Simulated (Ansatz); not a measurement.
# YSc3: relaxing a made-up structure, part 2 of 2

Starting from a made-up structure for YSc3, the aim is the relaxed cell, its shortest contacts and, where a second run follows, its electronic structure.

Ansatz 0.2.0; DFT, PBEsol, plane-wave PAW, files of the set soft_1, scalar-relativistic, no spin, cell and ions relaxed at zero pressure; PAW set soft_1 (the session's first sound run).

So far: The structure; Relaxing cell and atoms. The relaxed cell has a = 4.663 Å (conventional setting).

## 3. Electronic structure of the relaxed cell

With the geometry fixed, one more self-consistent run, with a narrower smearing and the mesh shown in its input, gives the bands, and its pressure, and its forces where symmetry allows any, show how far the geometry depends on these settings.

This step: DFT, PBEsol, plane-wave PAW, files of the set soft_1, scalar-relativistic, no spin, bands and density of states at the relaxed cell; PAW set soft_1 (Ansatz 0.2.0).

The input, input.yaml:

```yaml
crystal:
  lattice:
    - [4.6626947246, 0.0, 0.0]
    - [0.0, 4.6626947246, 0.0]
    - [0.0, 0.0, 4.6626947246]
  atoms:
    - { symbol: "Y", position: [0.0, 0.0, 0.0] }
    - { symbol: Sc, position: [0.5, 0.0, 0.5] }
    - { symbol: Sc, position: [0.5, 0.5, 0.0] }
    - { symbol: Sc, position: [0.0, 0.5, 0.5] }
kpoints:
  mp_grid: { grid: [8, 8, 8] }
  band_path:
    path:
      - [[0.0, 0.0, 0.0], [0.0, 0.5, 0.0], [0.5, 0.5, 0.0], [0.0, 0.0, 0.0], [0.5, 0.5, 0.5], [0.0, 0.5, 0.0]]
      - [[0.5, 0.5, 0.0], [0.5, 0.5, 0.5]]
    npoints: 13
scf:
  occupations: { method: fermi_dirac, width: 0.03 }
  n_extra_bands: 8
hamiltonian:
  xc: pbesol
  pseudopotentials: { kind: paw, azcp: { folder: soft_1 }, xc_functional: pbe }
output:
  forces: true
  stress: true
  write_bands: true
  dos: { projected: true }
  write_density: true
  write_potential: true
  elf: true
  volumetric_format: npy
```

On the command line:

```
$ ansatz run input.yaml --threads 4 --pin off --max-ram 8192MiB --backend cpu --events-out ev --progress --plain --runs-dir out
```

Numbers of over 12 decimals in the logs are rounded to 6 here.

What it wrote:

```text
[...]
Crystal: 4 atoms, lattice volume = 101.370 Å³
Basis set: ecut = 420 eV, 1935 PW (Γ), exchange–correlation on 64×64×64 points (8 copies of the dense FFT grid, shifted against one another)
Bands: 30, of which v1, the nominal top of the filled ones, is band 22 counted from 1 (21 counted from 0)
Symmetry: 48 space group operations
[...]
k-points: 35 of 512
[...]
SCF iter   1: F=—  HF=-10129.348011 eV  |F-HF|=—  |Δ(HF+E_count)|=         —  Δρ=2.89e-2  dr2=1.58e0  ethr=3.10e-3  ⟨swp⟩=4.4  Hψ=3672  notcnv=0
[...]
SCF iter   7: F=-10128.975433 eV  HF=-10128.975433 eV  |F-HF|=1.85e-8  |Δ(HF+E_count)|=   7.57e-8  Δρ=4.56e-6  dr2=3.06e-8  ethr=2.27e-10  ⟨swp⟩=11.3  Hψ=6174  notcnv=0
SCF 1 converged in 7 iterations: F = -10128.975433 eV  dr2 = 3.06e-8
[...]
NSCF: frozen V_eff on 80 k-points
SCF converged after 7 iterations
Free energy (F): -10128.975433 eV
[...]
Internal energy: -10128.946381 eV  (E = F + TS)
E sigma→0 (E₀):  -10128.960907 eV
Entropy (-TS):   -0.029052 eV (-7.263 meV/atom)
Fermi energy:    9.727965 eV
[...]
--- Stress (GPa, compression-positive) ---
       -0.113911       0.000000      -0.000000
        0.000000      -0.113911       0.000000
        0.000000       0.000000      -0.113911
  P = ⅓ Tr σ = -0.1139 GPa (-1.139 kbar)
--- Band table (eV; the first three rows and the last of 35) ---
  k-point 0: bands = [... 18 lower, 7.8972, 8.3469, 8.9726, 8.9726, 8.9726, 11.3587, 11.3587, 11.3587, ... 4 higher]
  k-point 1: bands = [... 18 lower, 7.9984, 8.3985, 9.0354, 9.0354, 9.0422, 11.2355, 11.4195, 11.4195, ... 4 higher]
  k-point 2: bands = [... 18 lower, 8.2739, 8.6285, 9.2213, 9.2213, 9.2468, 10.9056, 11.0544, 11.0544, ... 4 higher]
  k-point 34: bands = [... 18 lower, 7.7225, 8.2184, 9.8616, 10.3339, 10.3339, 10.3339, 11.1226, 11.1226, ... 4 higher]
```

The job ended after 2.4 s (4 threads of Arm Neoverse V2, shared host; peak memory 0.52 GiB; 8.9 s of CPU time).

This step gave:

```yaml
free_energy: -10128.9754 eV
energy_at_zero_smearing: -10128.9609 eV
smearing_term_ts: 0.02905 eV
fermi_energy: 9.728 eV
pressure: -0.1139 GPa
```

bands.tsv at the labelled points (eV, zero at the Fermi level; the bands that come nearest the Fermi level along the path):

| point | band 18 | band 19 | band 20 | band 21 | band 22 | band 23 | band 24 | band 25 |
| --- | --- | --- | --- | --- | --- | --- | --- | --- |
| Γ | -1.83 | -1.83 | -1.38 | -0.76 | -0.76 | -0.76 | 1.63 | 1.63 |
| X | -3.14 | -0.94 | -0.54 | 0.09 | 0.09 | 0.24 | 0.29 | 0.38 |
| M | -1.66 | -1.60 | -1.60 | 0.24 | 0.24 | 0.27 | 0.61 | 0.67 |
| Γ | -1.83 | -1.83 | -1.38 | -0.76 | -0.76 | -0.76 | 1.63 | 1.63 |
| R | -2.01 | -2.01 | -1.51 | 0.13 | 0.61 | 0.61 | 0.61 | 1.39 |
| X | -3.14 | -0.94 | -0.54 | 0.09 | 0.09 | 0.24 | 0.29 | 0.38 |
| M | -1.66 | -1.60 | -1.60 | 0.24 | 0.24 | 0.27 | 0.61 | 0.67 |
| R | -2.01 | -2.01 | -1.51 | 0.13 | 0.61 | 0.61 | 0.61 | 1.39 |

Counts of states for the cell as run, both spins, by energy window (eV from the Fermi level):

```csv
from,to,total
-8,-7,0.00
-7,-6,0.00
-6,-5,0.00
-5,-4,0.38
-4,-3,0.83
-3,-2,1.66
-2,-1,3.53
-1,0,5.69
0,1,6.90
```

Below -8 eV lie 32.0 more states.

Valence density in the ac plane at fractional y = 0.000, with atoms of Y and Sc within 0.2 Å of it. It is the smooth field of the valence electrons, not physical close to the nuclei.

Values in e/Å³, 14 rows by 14 columns, each cell a mean:
```
3.3 3.1 1.5 0.4 0.1 0.1 0.1 0.1 0.1 0.1 0.2 0.7 2.2 3.3
2.5 1.8 0.8 0.2 0.1 0.1 0.1 0.1 0.1 0.1 0.2 0.4 1.2 2.2
0.9 0.6 0.3 0.1 0.1 0.1 0.1 0.1 0.1 0.1 0.1 0.2 0.4 0.7
0.2 0.2 0.1 0.1 0.1 0.2 0.2 0.3 0.2 0.1 0.1 0.1 0.2 0.2
0.1 0.1 0.1 0.1 0.2 0.5 1.4 1.7 1.0 0.3 0.1 0.1 0.1 0.1
0.1 0.1 0.1 0.1 0.4 1.8 4.6 5.6 3.5 1.0 0.2 0.1 0.1 0.1
0.1 0.1 0.1 0.2 0.6 3.1 7.2 8.4 5.6 1.7 0.3 0.1 0.1 0.1
0.1 0.1 0.1 0.1 0.5 2.5 6.0 7.2 4.6 1.4 0.2 0.1 0.1 0.1
0.1 0.1 0.1 0.1 0.3 0.9 2.5 3.1 1.8 0.5 0.2 0.1 0.1 0.1
0.1 0.1 0.1 0.1 0.1 0.3 0.5 0.6 0.4 0.2 0.1 0.1 0.1 0.1
0.4 0.3 0.2 0.1 0.1 0.1 0.1 0.2 0.1 0.1 0.1 0.1 0.2 0.4
1.8 1.3 0.5 0.2 0.1 0.1 0.1 0.1 0.1 0.1 0.1 0.3 0.8 1.5
3.2 2.7 1.3 0.3 0.1 0.1 0.1 0.1 0.1 0.1 0.2 0.6 1.8 3.1
3.0 3.2 1.8 0.4 0.1 0.1 0.1 0.1 0.1 0.1 0.2 0.9 2.5 3.3
```
Columns run along a (4.7 Å), rows up along c (4.7 Å). Atoms in or near the plane, at fractional coordinates: Y at (0.00, 0.00), Sc at (0.50, 0.50).

Electrostatic potential energy in the ac plane at fractional y = 0.000, with atoms of Y and Sc within 0.2 Å of it. With pseudopotentials it is smooth inside the atoms' cores, unlike the true potential.

Values in eV, 14 rows by 14 columns, each cell a mean:
```
-47 -43 -25  -1   8  12  13  13  13  11   6 -10 -34 -46
-37 -29 -11   4   9  11  12  12  12  11   7  -1 -19 -34
-13  -6   2   7   9  10  10   9  10  10   9   5  -1 -10
  5   6   8   9   8   6   3   2   4   7   9   9   7   6
 11  11  10   9   5  -5 -15 -19 -11   0   7  10  11  11
 13  12  11   8  -1 -19 -37 -41 -31 -11   4  10  12  13
 13  13  11   7  -5 -29 -46 -48 -41 -19   2   9  12  13
 13  13  11   8  -3 -24 -43 -46 -37 -15   3  10  12  13
 12  12  11   9   2 -10 -24 -29 -19  -5   6  10  11  12
  8   9   9   9   7   2  -3  -5  -1   5   8   9   9   8
 -2   1   5   8   9   9   8   7   8   9   9   7   4  -1
-29 -20  -5   5   9  11  11  11  11  10   8   2 -11 -25
-45 -39 -20   1   9  12  13  13  12  11   6  -6 -29 -43
-48 -45 -29  -2   8  12  13  13  13  11   5 -13 -37 -47
```
Columns run along a (4.7 Å; values clipped at the 3rd and 97th percentile), rows up along c (4.7 Å). Atoms in or near the plane, at fractional coordinates: Y at (0.00, 0.00), Sc at (0.50, 0.50).

ELF in the ac plane at fractional y = 0.000, with atoms of Y and Sc within 0.2 Å of it. It is the smooth field of the valence electrons, not physical close to the nuclei.

Values, 14 rows by 14 columns, each cell a mean:
```
0.66 0.81 0.76 0.30 0.17 0.43 0.67 0.72 0.59 0.30 0.14 0.52 0.82 0.76
0.83 0.79 0.56 0.18 0.20 0.40 0.54 0.56 0.50 0.32 0.14 0.32 0.69 0.82
0.58 0.45 0.23 0.14 0.21 0.26 0.25 0.24 0.26 0.25 0.17 0.15 0.32 0.52
0.15 0.14 0.15 0.18 0.14 0.11 0.14 0.16 0.12 0.11 0.17 0.17 0.14 0.14
0.29 0.31 0.31 0.19 0.11 0.30 0.53 0.58 0.45 0.20 0.11 0.25 0.32 0.30
0.60 0.57 0.42 0.15 0.22 0.57 0.59 0.50 0.63 0.45 0.12 0.26 0.50 0.59
0.74 0.68 0.44 0.13 0.33 0.63 0.32 0.11 0.50 0.58 0.16 0.24 0.56 0.72
0.69 0.64 0.44 0.14 0.28 0.62 0.48 0.32 0.59 0.53 0.14 0.25 0.54 0.67
0.42 0.43 0.37 0.17 0.14 0.43 0.62 0.63 0.57 0.30 0.11 0.26 0.40 0.43
0.16 0.18 0.21 0.19 0.11 0.14 0.28 0.33 0.22 0.11 0.14 0.21 0.20 0.17
0.34 0.25 0.15 0.15 0.19 0.17 0.14 0.13 0.15 0.19 0.18 0.14 0.18 0.30
0.79 0.71 0.42 0.15 0.21 0.37 0.44 0.44 0.42 0.31 0.15 0.23 0.56 0.76
0.77 0.83 0.71 0.25 0.18 0.43 0.64 0.68 0.57 0.31 0.14 0.45 0.79 0.81
0.49 0.77 0.79 0.34 0.16 0.42 0.69 0.74 0.60 0.29 0.15 0.58 0.83 0.66
```
Columns run along a (4.7 Å), rows up along c (4.7 Å). Atoms in or near the plane, at fractional coordinates: Y at (0.00, 0.00), Sc at (0.50, 0.50).

## 4. Results

```json
{
  "space group, relaxed": "Pm-3m",
  "conventional cell": "a = 4.663, b = 4.663, c = 4.663 Å; α = 90.0°, β = 90.0°, γ = 90.0°",
  "volume per atom": "25.34 Å³ (guess 24.54)"
}
```

**Reading.** YSc3 relaxes to Pm-3m with a = 4.663, b = 4.663 and c = 4.663 Å. The guessed volume was 3 % too small. The space group Pm-3m was held in the relaxation, so the end point is a stationary structure within it and may be a saddle against distortions or other arrangements. Bands cross the Fermi level, so it is a metal or semimetal at this level. On the 8×8×8 mesh with the narrower smearing (relaxed on 6×6×6) the forces vanish, as symmetry may demand, and the largest stress component is 0.114 GPa, against the relaxation's thresholds of 0.015 eV/Å and 0.05 GPa. The cutoff wasn't tested. No dispersion term is used, so weakly bound directions may come out too long. Nothing here tests whether the compound is stable against decomposition.

[Logs are printed without paths, hosts, clocks, repeated set-up lines and the standing remarks that a program may print on its own settings, such as how far it seeks lower states.]

[Hosts, paths, dates, database ids (printed as entryN), source tags and the programs' standing remarks are cut or masked in the printed files.]
